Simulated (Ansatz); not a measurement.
Planning a run of Ansatz 0.2.0 on CdWO4 (P2/c). The input:

```yaml
crystal:
  lattice:
    - [4.9554176854, 0.0, 0.0145933223]
    - [0.0, 5.8129431553, 0.0]
    - [-0.1140434361, 0.0, 5.012920004]
  atoms:
    - { symbol: Cd, position: [0.5, 0.6893760992, 0.25] }
    - { symbol: Cd, position: [0.5, 0.3106239008, 0.75] }
    - { symbol: W, position: [0.0, 0.1774776711, 0.25] }
    - { symbol: W, position: [0.0, 0.8225223289, 0.75] }
    - { symbol: O, position: [0.2024847845, 0.0961950357, 0.9456919295] }
    - { symbol: O, position: [0.7975152155, 0.0961950357, 0.5543080705] }
    - { symbol: O, position: [0.7975152155, 0.9038049643, 0.0543080705] }
    - { symbol: O, position: [0.2024847845, 0.9038049643, 0.4456919295] }
    - { symbol: O, position: [0.2454750888, 0.3717342137, 0.3855711706] }
    - { symbol: O, position: [0.7545249112, 0.3717342137, 0.1144288294] }
    - { symbol: O, position: [0.7545249112, 0.6282657863, 0.6144288294] }
    - { symbol: O, position: [0.2454750888, 0.6282657863, 0.8855711706] }
kpoints:
  mp_grid: { grid: [6, 4, 6] }
  band_path:
    path:
      - [0.0, 0.0, 0.0]
      - [0.0, 0.5, 0.0]
      - [0.0, 0.5, 0.5]
      - [0.0, 0.0, 0.5]
      - [0.0, 0.0, 0.0]
      - [-0.5, 0.0, 0.5]
      - [-0.5, 0.5, 0.5]
      - [0.0, 0.5, 0.0]
      - [-0.5, 0.5, 0.0]
      - [-0.5, 0.0, 0.0]
      - [0.0, 0.0, 0.0]
    npoints: 10
hamiltonian:
  xc: lda
scf:
  occupations: { method: fermi_dirac, width: 0.02 }
  n_extra_bands: 8
output:
  eigenvalues: true
  forces: true
  stress: true
  write_density: true
  write_potential: true
  elf: true
  volumetric_format: npy
```

```sh
ansatz run input.yaml --threads 4 --pin off --max-ram 18432MiB --backend cpu --events-out ev --progress --plain --runs-dir out
```

Q: Estimate wall time and host memory on 4 threads of Arm Neoverse V1, shared host.

It took 18 s; on shared hardware allow 9 s to 36 s. Peak host memory was 0.96 GiB. The sizes that set the cost: 2827 plane waves a state, 60 irreducible k points and 8 SCF cycles.

[Paths, hosts, dates, memory and timing lines, banners, echoed tables and standing remarks are left out of the program output.]

[Logs are printed without paths, hosts, clocks, repeated set-up lines and the standing remarks that a program may print on its own settings, such as how far it seeks lower states.]

[Runs of the session that timed out or met a known fault of the program may be left out.]

[Cells called generated may have been cut or substituted from an entry of the Crystallography Open Database or the Materials Project.]

[Hosts, paths, dates, database ids (printed as entryN), source tags and the programs' standing remarks are cut or masked in the printed files.]
